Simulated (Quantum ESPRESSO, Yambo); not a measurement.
# Quasiparticle gap of MoS2 (P6_3/mmc) in Yambo, part 3 of 3

How does a plane-wave GW calculation on MoS2 (P6_3/mmc) run from the first input to the gap?

Quantum ESPRESSO 7.5 and Yambo 5.3.0; PBE and many-body steps on it, plane waves. Known limits of the many-body steps: not at the basis limit; no spin-orbit coupling; coarse k mesh.

So far. Step 3 (Bands along the symmetry lines): The gap is 0.889 eV, as in the run before at this level. Step 4 (Empty states on the mesh, 3×3×1 mesh, 112 bands): On this mesh the gap is 1.052 eV. The earlier step found 0.889 eV, so this mesh misses an edge.

The database entry behind the starting cell differs from later determinations by our own check (about 0.3 % long), so it need not match the best structure at ambient conditions.

### Step 6. Screening and self-energy, 3×3×1 mesh, 112 bands, screening to 95.2 eV

G0W0 replaces the xc potential by the self-energy, built once from these orbitals. Only a window of levels is corrected, while the sums run over the empty bands that the input names.

This step: G0W0 on PBE, plane waves, norm-conserving pseudopotentials.

gw1.in reads:

```
HF_and_locXC
gw0
dyson
ppa
em1d
rim_cut
RandQpts= 1000000
RandGvec= 1 RL
EXXRLvcs= 72 Ry
VXCRLvcs= 288 Ry
Chimod= "HARTREE"
% BndsRnXp
 1 | 112 |
%
NGsBlkXp= 7 Ry
% LongDrXp
 1 | 1 | 1 |
%
% GbndRnge
 1 | 112 |
%
DysSolver= "n"
ExtendOut
PPAPntXp= 27.21138 eV
% QPkrange
 1 | 1 | 25 | 28 |
 3 | 3 | 25 | 28 |
%
```

Run with:

```
OMP_NUM_THREADS=2 mpirun -n 8 yambo -F gw1.in -J gw1 -C gw1 > gw1.log
```

Output:

```text
 Yambo, version 5.3.0

 [02] CORE Variables Setup
 =========================

  [... cell, symmetries and grids as in the set-up ...]

  [02.05] Energies & Occupations
  ==============================

  [X] === General ===
  [X] Electronic Temperature                        :  0.000000  0.000000 [eV K]
  [X] Bosonic    Temperature                        :  0.000000  0.000000 [eV K]
  [X] Finite Temperature mode                       : no
  [X] El. density                                   :  0.48515E+24 [cm-3]
  [X] Fermi Level                                   :  10.99215 [eV]

  [X] === Gaps and Widths ===
  [X] Conduction Band Min                           :  1.051755 [eV]
  [X] Valence Band Max                              :  0.000000 [eV]
  [X] Filled Bands                                  :  26
  [X] Empty Bands                                   :   27  112
  [X] Direct Gap                                    :  1.653895 [eV]
  [X] Direct Gap localized at k                     :  3
  [X] Indirect Gap                                  :  1.051755 [eV]
  [X] Indirect Gap between kpts                     :  1  3
  [X] Last valence band width                       :  1.539698 [eV]
  [X] 1st conduction band width                     :  1.047895 [eV]

 [03] Transferred momenta grid and indexing
 ==========================================

 IBZ Q-points                                      :  3
 BZ  Q-points                                      :   9

 K/Q-points units:
 rlu = crystal or reduced units; cc = cartesian coordinates; iku = interal k-units

 Q [1]          [rlu]:  0.000000  0.000000  0.000000
 Q [2]          [rlu]: -0.79644E-17  0.33333       0.0000
 Q [3]          [rlu]:  0.333333  0.333333  0.000000

 [04] Coloumb potential Random Integration (RIM)
 ===============================================

  [04.01] RIM initialization
  ==========================

  * Diagonal components only detected *

  8 x (sBL volume)        :  0.304834 [a.u.]
  sBZ random points       :  1000000
  Points outside the sBZ  :   7993074
  RL volume               :  0.342938 [a.u.]
  Integrated volume       :  0.343236 [a.u.]

  [04.02] RIM integrals
  =====================

  Gamma point sphere radius             :  0.122078 [a.u.]
  Points outside the sphere             :   799724
  [Int_sBZ(q=0) 1/q^2]*(Vol_sBZ)^(-1/3) =:  7.615907
                                 should be <:  7.795600

  Summary of Coulomb integrals for non-metallic bands |Q|[au] RIM/Bare

  Q [1] 0.100000E-4 0.976949 * Q [2] 0.403838 1.108297
  Q [3] 0.699467 1.036392

 [05] Dipoles
 ============

  [05.01] Setup: observables and procedures
  =========================================

  [WARNING] [x,Vnl] slows the Dipoles computation. To neglect it rename the ns.kb_pp file

 [06] Dynamic Dielectric Matrix (PPA)
 ====================================

 [SLK-Inversion]  Pools        :  2
 [SLK-Inversion]  BLACS grid   :  2  2

 [WR./gw1//ndb.pp]---------------------------------------------------------------
  Brillouin Zone Q/K grids (IBZ/BZ)                :   3   9   3   9
  RL vectors                                       :   9169 [WF]
  Coulomb cutoff potential                         : none
  Electronic Temperature                           :  0.000000 [K]
  Bosonic    Temperature                           :  0.000000 [K]
  PPA    diel. fun.  energies                      : Perdew, Burke & Ernzerhof(X)+Perdew, Burke & Ernzerhof(C)
  wavefunctions                                    : Perdew, Burke & Ernzerhof(X)+Perdew, Burke & Ernzerhof(C)
  Global Gauge                                     : length
  X matrix size                                    :  241
  X band range                                     :    1  112
  X e/h energy range                               : -1.000000 -1.000000 [eV]
  X Time ordering                                  : R
  X Hxc Kernel                                     : HARTREE
  X Drude frequency                                :  0.000000  0.000000
  X poles                                          :  100.0000 [o/o]
  RL vectors in the sum                            :   9169
  [r,Vnl] included                                 : yes
  Field direction                                  :  0.577350E-5  0.577350E-5  0.577350E-5
  BZ energy Double Grid                            : no
  BZ energy DbGd points                            : 0
  BZ Q point size factor                           : -1.000000
  X Optical Averaged directions                    : none

 [07] Local Exchange-Correlation + Non-Local Fock
 ================================================

 [VXC] Plane waves :   59645
 [EXS] Plane waves :   7461

 QP @ state[ 1 ] K range:  1  1
 QP @ state[ 1 ] b range:  25  28
 QP @ state[ 2 ] K range:  3  3
 QP @ state[ 2 ] b range:  25  28

 [xc] Functional : Perdew, Burke & Ernzerhof(X)+Perdew, Burke & Ernzerhof(C)
 [xc] LIBXC used to calculate xc functional
  PP Number of Atomic Species                      :  2
  NLCC RL compoments                               :   59645
  PP Number of Atomic Species                      :  2
  NLCC RL compoments                               :   59645

 [xc] E_xc :  -24.91412 [Ha]
      E_xc :  -49.82823 [Ry]

  Local XC kind (lXC) : Perdew, Burke & Ernzerhof(X)+Perdew, Burke & Ernzerhof(C)
  Non-Local XC kind (nlXC) : Hartree-Fock

  Corrections @ K [1] :  [eV]
 <25|nlXC|25> = -16.36920 -0.27948E-18 <25|lXC|25> = -15.39539  0.37763E-15
 <26|nlXC|26> = -17.00072 -0.15023E-17 <26|lXC|26> = -16.36978 -0.37763E-15
 <27|nlXC|27> = -11.02187  0.51809E-17 <27|lXC|27> = -15.68271  0.000000
 <28|nlXC|28> = -11.02399  0.15071E-17 <28|lXC|28> = -15.68271 -0.14161E-15

  Corrections @ K [3] :  [eV]
 <25|nlXC|25> = -17.08563 -0.48539E-17 <25|lXC|25> = -16.19646 -0.94408E-16
 <26|nlXC|26> = -17.38940 -0.37737E-17 <26|lXC|26> = -16.54889  0.14161E-15
 <27|nlXC|27> = -12.79913 -0.12143E-17 <27|lXC|27> = -17.60132  0.94408E-16
 <28|nlXC|28> = -12.79908  0.34569E-18 <28|lXC|28> = -17.60132 -0.18882E-15

  [07.01] Hartree-Fock occupations report
  =======================================

  [Hartree-Fock] === General ===
  [Hartree-Fock] Electronic Temperature             :  0.000000  0.000000 [eV K]
  [Hartree-Fock] Bosonic    Temperature             :  0.000000  0.000000 [eV K]
  [Hartree-Fock] Finite Temperature mode            : no
  [Hartree-Fock] El. density                        :  0.48515E+24 [cm-3]
  [Hartree-Fock] Fermi Level                        :  10.99215 [eV]

  [Hartree-Fock] === Gaps and Widths ===
  [Hartree-Fock] Conduction Band Min                :  1.393443 [eV]
  [Hartree-Fock] Valence Band Max                   : -0.630944 [eV]
  [Hartree-Fock] Filled Bands                       :  26
  [Hartree-Fock] Empty Bands                        :   27  112
  [Hartree-Fock] Direct Gap                         :  2.933140 [eV]
  [Hartree-Fock] Direct Gap localized at k          :  2
  [Hartree-Fock] Indirect Gap                       :  2.024387 [eV]
  [Hartree-Fock] Indirect Gap between kpts          :  1  2
  [Hartree-Fock] Last valence band width            :  0.908753 [eV]
  [Hartree-Fock] 1st conduction band width          :  5.367042 [eV]

 [08] Dyson equation: Newton solver
 ==================================

  [08.01] G0W0 (W PPA)
  ====================

  [  GW  ] Bands range     :    1  112
  [GW/PPA] G damping       :  0.100000 [eV]

  QP @ state[ 1 ] K range:  1  1
  QP @ state[ 1 ] b range:  25  28
  QP @ state[ 2 ] K range:  3  3
  QP @ state[ 2 ] b range:  25  28

   Sc/G bands                                       :    1  112
   Sc/G damping                                     :  0.100000 ev
   Sc bands terminator                              : no
   Sx RL components                                 :   7461

   QP @ state[ 1 ] K range                          :  1  1
   QP @ state[ 1 ] b range                          :  25  28
   QP @ state[ 2 ] K range                          :  3  3
   QP @ state[ 2 ] b range                          :  25  28
   GF energies kind                                 : Perdew, Burke & Ernzerhof(X)+Perdew, Burke & Ernzerhof(C)
   GF WF`s kind                                     : Perdew, Burke & Ernzerhof(X)+Perdew, Burke & Ernzerhof(C)
   Xs energies kind                                 : Perdew, Burke & Ernzerhof(X)+Perdew, Burke & Ernzerhof(C)
   Xs WF`s kind                                     : Perdew, Burke & Ernzerhof(X)+Perdew, Burke & Ernzerhof(C)

 [11] Game Over & Game summary
```

Elapsed: 8.2 s, on 8 MPI ranks of Arm Neoverse V2, shared host; peak memory 3.5 GiB.

Numbers from this step:

| Property | Result |
| --- | --- |
| G0W0 gap on the points computed | 1.740 eV |
| starting gap on the mesh | 1.052 eV |
| k of the valence top | 0, 0, 0 |
| k of the conduction bottom | 0.3333, 0.3333, 0 |
| least direct G0W0 gap on the computed points | 2.303 eV |
| Z at the valence top | 0.7822 |
| Z at the conduction bottom | 0.7806 |

The gap on the mesh goes from 1.05 eV to 1.74 eV, a correction of +0.69 eV. The start differs from the 0.89 eV found before because the two sample other k points.

Limits: finite bands, cutoff and mesh; no spin-orbit coupling; coarse k mesh. v1 is the top filled band, c1 the lowest empty one. The levels before and after the correction (eV, zero at the valence-band top of each column):

```tsv
	conduction bottom	valence top
Kohn-Sham	1.05	0.00
G0W0	1.74	0.00
```

```tsv
	level	energy (eV)
Kohn-Sham	Γ v2	-1.144
Kohn-Sham	Γ v1	0.000
Kohn-Sham	Γ c1	2.100
Kohn-Sham	Γ c2	2.100
Kohn-Sham	(0.333 0.333 0) v2	-0.764
Kohn-Sham	(0.333 0.333 0) v1	-0.602
Kohn-Sham	(0.333 0.333 0) c1-c2	1.052
G0W0	Γ v2	-1.249
G0W0	Γ v1	0.000
G0W0	Γ c1	2.600
G0W0	Γ c2	2.595
G0W0	(0.333 0.333 0) v2	-0.763
G0W0	(0.333 0.333 0) v1	-0.564
G0W0	(0.333 0.333 0) c1-c2	1.740
```

### Step 7. Where the time went

Times are wall times on the hardware named with each run, good to a factor of about two.

```tsv
step	time	share	memory (GiB)
ground state	7.7 s	25 %	1.1
bands along the symmetry lines	9 s	30 %	1.4
empty states on the mesh	3.3 s	11 %	0.94
conversion and set-up	2 s	7 %	0.24
screening and self-energy	8.2 s	27 %	3.5
```

### Step 8. Results

```
PBE gap                              : 0.89 eV, indirect
G0W0 gap on the mesh                 : 1.74 eV
G0W0 gap over the zone (rigid shift) : 1.58 eV
GW settings                          : 3×3×1 mesh, 112 bands, screening to 95.2 eV, Godby-Needs plasmon pole
known limits                         : not at the basis limit; no spin-orbit coupling; coarse k mesh
```

What this shows: G0W0 moves the gap on the mesh from 1.05 eV to 1.74 eV (+0.69 eV), with Z of 0.78 and 0.78 at the edges. The mesh misses the band edges by 0.16 eV in all; a rigid shift gives 1.58 eV for the zone. Only 2 of the mesh's irreducible points were corrected, so a valley elsewhere could overtake. Bands and cutoff are finite, so the gap is not at the basis limit. The miss can reach some tenths of an eV and take either sign; the mesh is an error of its own. In the G0W0 run levels were corrected at 2 k points alone, so a gap called «on the mesh» is the least over those, and an edge elsewhere would be missed. A denser mesh or path gives a starting gap of 0.89 eV: the GW mesh misses a band edge, so its gaps are not the fundamental one. The 3×3×1 mesh is coarse for this cell, which bears on the long-range parts of exchange and screening. The many-body steps are scalar-relativistic: spin-orbit coupling is not in them.

[Paths, hosts, dates, memory and timing lines, banners, echoed tables and standing remarks are left out of the program output.]

[Logs are printed without paths, hosts, clocks, repeated set-up lines and the standing remarks that a program may print on its own settings, such as how far it seeks lower states.]

[Runs of the session that timed out or met a known fault of the program may be left out.]

[Hosts, paths, dates, database ids (printed as entryN), source tags and the programs' standing remarks are cut or masked in the printed files.]
